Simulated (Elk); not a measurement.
# E(q) of MnAu, part 2 of 2

Aim: the energy of spin spirals in MnAu along a path of wavevectors.

Elk 11.2.3 (patched build); LDA (Perdew-Wang); all-electron APW+lo, Dirac cores, scalar-relativistic bands.

So far. Step 2 (Run at q = 0): After 21 cycles the largest moment stands at 3.81 μB.

## 3. One pass at q = (0, 0.25, 0)

One diagonalisation in the potential of q = 0; by the force theorem the spiral's energy is the band energy with the smearing's entropy term, less that of a like pass at q = 0. The total energy that such a pass prints is not self-consistent and is not used.

File elk.in:

```
tasks
  1

xctype
  3

rgkmax
  7.0

nempty
  14

swidth
  0.005

reducebf
  0.5

epsengy
  1e-06

maxscl
  1

lmaxi
  3

spinsprl
  .true.

spinpol
  .true.

vqlss
  0.000000 0.250000 0.000000

sppath
  './'

avec
  6.02581693675 0.00000000000 0.00000000000
  0.00000000000 6.02581693675 0.00000000000
  0.00000000000 0.00000000000 6.25473458003

atoms
  2
  'Mn.in'
  1
  0.5000000000 0.5000000000 0.5000000000   -0.000131 0.000000 -0.000227
  'Au.in'
  1
  0.0000000000 0.0000000000 0.0000000000   0.000000 0.000000 0.000000

ngridk
  8 8 8
```

Started as:

```bash
$ OMP_NUM_THREADS=4 elk
```

Numbers of over 12 decimals in the logs are rounded to 6 here.

What it wrote:

```text
┌─────────────────────────┐
│ Elk code version 11.2.3 │
└─────────────────────────┘

All units are atomic (Hartree, Bohr, etc.)

┌──────────────────────────────────────────┐
│ Ground-state run resuming from STATE.OUT │
└──────────────────────────────────────────┘

Lattice vectors :
   6.025816937       0.000000000       0.000000000
   0.000000000       6.025816937       0.000000000
   0.000000000       0.000000000       6.254734580

Species : 1 (Mn)
 muffin-tin radius :    2.400000000
 atomic positions (lattice), magnetic fields (Cartesian) :
  1 :   0.00000000  0.00000000  0.00000000    0.00000000  0.00000000  0.00000000

Species : 2 (Au)
 muffin-tin radius :    2.800000000
 atomic positions (lattice), magnetic fields (Cartesian) :
  1 :   0.50000000  0.50000000  0.50000000    0.00000000  0.00000000  0.00000000

Total number of atoms per unit cell :    2
Total muffin-tin volume :    149.8581584
 ratio of muffin-tin to unit cell volume :   0.6598415183

Spin treatment :
 spin-polarised
 global magnetic field (Cartesian) :    0.000000000       0.000000000       0.000000000
 non-collinear magnetisation
 spin-spiral state assumed
  q-vector (lattice)   :    0.000000000      0.2500000000       0.000000000
  q-vector (Cartesian) :    0.000000000      0.2606777377       0.000000000
  q-vector length      :   0.2606777377

Number of Bravais lattice symmetries :    4
Number of crystal symmetries         :    4
Crystal has no inversion symmetry
Complex Hermitian eigensolver will be used

k-point grid :      8     8     8
k-point offset :    0.000000000       0.000000000       0.000000000
k-point set is reduced with full crystal symmetry group
Total number of k-points :      200

Muffin-tin radius times maximum |G+k| :    7.000000000
 using average radius
Maximum |G+k| for APW functions       :    2.692307692
Maximum (1/2)|G+k|²                   :    3.624260355
Maximum |G| for potential and density :    12.00000000
Constant for pseudocharge density :    8
 order of it for each species :   15  15
 order of it for pair densities of each species (exact exchange by exxq0 0: 15) :    8  11
Radial integration step length :    1

G-vector grid sizes :     24    24    24
Number of G-vectors :     6651

Maximum angular momentum used for
 APW functions            :    8
 outer part of muffin-tin :    6

Number of empty states         :     28
Total number of valence states :    104
Total number of core states    :     58

Third-order local-orbitals added for an l without core states : T
Total number of local-orbitals :     61

Exchange-correlation functional :      3     0     0
 Perdew-Wang/Ceperley-Alder, Phys. Rev. B 45, 13244 (1992)
 gradient requirement :    0
 local density approximation (LDA)

Smearing type :    3
 Fermi-Dirac
Smearing width :   0.5000000000E-02
Effective electronic temperature (K) :    1578.875124

Mixing type :    3
 Broyden mixing, J. Phys. A: Math. Gen. 17, L317 (1984)

Potential read in from STATE.OUT

┌──────────────────────────────┐
│ Self-consistent loop started │
└──────────────────────────────┘

┌─────────────────┐
│ Loop number : 1 │
└─────────────────┘

Reached self-consistent loops maximum

Energies :
 Fermi                       :     0.254249
 sum of occupied eigenvalues :     -12387.508363428
 electron kinetic            :      23039.587273490
 core electron kinetic       :      22034.936379032
 Coulomb                     :     -42828.449735381
 Coulomb potential           :     -34889.579048972
 nuclear-nuclear             :     -1855.7348692443
 electron-nuclear            :     -47102.035903850
 Hartree                     :      6129.3210377141
 Madelung                    :     -25383.660210894
 xc potential                :     -537.26285316100
 xc effective B-field        :    -0.254155
 external B-field            :      0.000000
 exchange                    :     -394.67059262147
 correlation                 :     -10.373152490682
 electron entropic           :    -0.32051550846855E-02
 total energy                :     -20193.909412158
 (external B-field energy excluded from total)

Density of states at Fermi energy :    37.86610311
 (states/Hartree/unit cell)

Estimated indirect band gap :   0.2148794391E-03
 from k-point 152 to k-point 199
Estimated direct band gap   :   0.1940282643E-02
 at k-point 21

Charges :
 core                        :    58.00000000
 valence                     :    46.00000000
 interstitial                :    1.993456929
 muffin-tins (core leakage)
  species : 1 (Mn)
   atom 1                    :    23.61032330     ( -0.3595731034E-05)
  species : 2 (Au)
   atom 1                    :    78.39621977     (  0.9221771685E-04)
 total in muffin-tins        :    102.0065431
 total calculated charge     :    103.9991340
 total charge                :    104.0000000
 error                       :   0.8659560149E-03

Moments :
 interstitial                :   0.5904710547E-01 -0.5654622867E-05  0.1088515233
 muffin-tins
  species : 1 (Mn)
   atom 1                    :    1.926176971     -0.1581543586E-03   3.295964638
  species : 2 (Au)
   atom 1                    :   0.2975494553E-01  0.1789535811E-04  0.6846048992E-01
 total in muffin-tins        :    1.955931917     -0.1402590005E-03   3.364425127
 total moment                :    2.014979022     -0.1459136233E-03   3.473276651

┌──────────────────────────────┐
│ Self-consistent loop stopped │
└──────────────────────────────┘
```

Wall time 15 s (4 threads of Arm Neoverse V2, shared host); peak memory 0.33 GiB; 61 s of CPU time.

Read from the output:

```yaml
magnetization: 2.015, 0, 3.473 μB
final_state: spiral
largest_moment: 3.818 μB
```

Moments of a spiral are printed for the first cell, in the frame that turns with it; over the crystal the turning parts cancel.

By that sum this spiral lies -9.7 meV a seeded atom from q = 0.

## 4. One pass at q = (0, 0.5, 0)

elk.in, as its differences from that of step 3:

```diff
@@ -34,3 +34,3 @@
 vqlss
-  0.000000 0.250000 0.000000
+  0.000000 0.500000 0.000000
```

Started as:

```bash
$ OMP_NUM_THREADS=4 elk
```

What it wrote:

```text
┌─────────────────────────┐
│ Elk code version 11.2.3 │
└─────────────────────────┘

All units are atomic (Hartree, Bohr, etc.)

┌──────────────────────────────────────────┐
│ Ground-state run resuming from STATE.OUT │
└──────────────────────────────────────────┘

Lattice vectors :
   6.025816937       0.000000000       0.000000000
   0.000000000       6.025816937       0.000000000
   0.000000000       0.000000000       6.254734580

Species : 1 (Mn)
 muffin-tin radius :    2.400000000
[...]
error                       :   0.8577660363E-03

Moments :
 interstitial                :   0.5071914634E-01 -0.3985023669E-05  0.1092015713
 muffin-tins
  species : 1 (Mn)
   atom 1                    :    1.949870559     -0.1601505012E-03   3.287411907
  species : 2 (Au)
   atom 1                    :   0.4251218355E-02  0.3356450264E-04  0.6945244483E-01
 total in muffin-tins        :    1.954121777     -0.1265859986E-03   3.356864351
 total moment                :    2.004840923     -0.1305710223E-03   3.466065923

┌──────────────────────────────┐
│ Self-consistent loop stopped │
└──────────────────────────────┘

[key lines of the parts left out:]
total energy                :     -20193.909683959
```

It took 16 s on 4 threads; peak memory 0.3 GiB.

Read from the output:

```yaml
magnetization: 2.005, 0, 3.466 μB
final_state: spiral
largest_moment: 3.822 μB
```

By that sum this spiral lies -20.9 meV a seeded atom from q = 0.

## 5. The whole path

Wavevectors, in fractions of the reciprocal vectors: (0, 0, 0); (0, 0.25, 0); (0, 0.5, 0); (0.25, 0.5, 0); (0.5, 0.5, 0); (0.25, 0.25, 0); (0, 0, 0); (0, 0, 0.25); (0, 0, 0.5). The path runs through Γ, X, M, Γ, Z.

The energy less that at q = 0, frozen potential by path:

```
path (Å⁻¹)  energy less that at q = 0, frozen potential (meV a seeded atom)
      0.00                                                                0
      0.49                                                            -9.70
      0.99                                                            -20.9
      1.48                                                            -2.90
      1.97                                                             13.1
      2.67                                                            -7.10
      3.36                                                                0
      3.84                                                            -7.35
      4.31                                                            -15.7
```

## 6. Results

- lowest point: (0, 0.5, 0), -20.9 meV a seeded atom (frozen potential)
- highest point: (0.5, 0.5, 0), 13.1 meV a seeded atom

**Reading.** A spiral at (0, 0.5, 0) lies 21 meV under the state at q = 0, so that state is unstable. The energies are those of a cone of 30°, about sin²θ = 0.25 of a flat spiral's. The mesh is the same for all points and was not tested: differences of a few meV, and of some ten in a metal, can be noise.

[Logs and program files are shortened in this print: banners, set-up blocks, solver, clock and traceback lines can be left out without a mark of their own.]

[Logs are printed without paths, hosts, clocks, repeated set-up lines and the standing remarks that a program may print on its own settings, such as how far it seeks lower states.]

[Hosts, paths, dates, database ids (printed as entryN), source tags and the programs' standing remarks are cut or masked in the printed files.]

[Where a cell is said to come from a database of computed structures, the database is the Materials Project.]
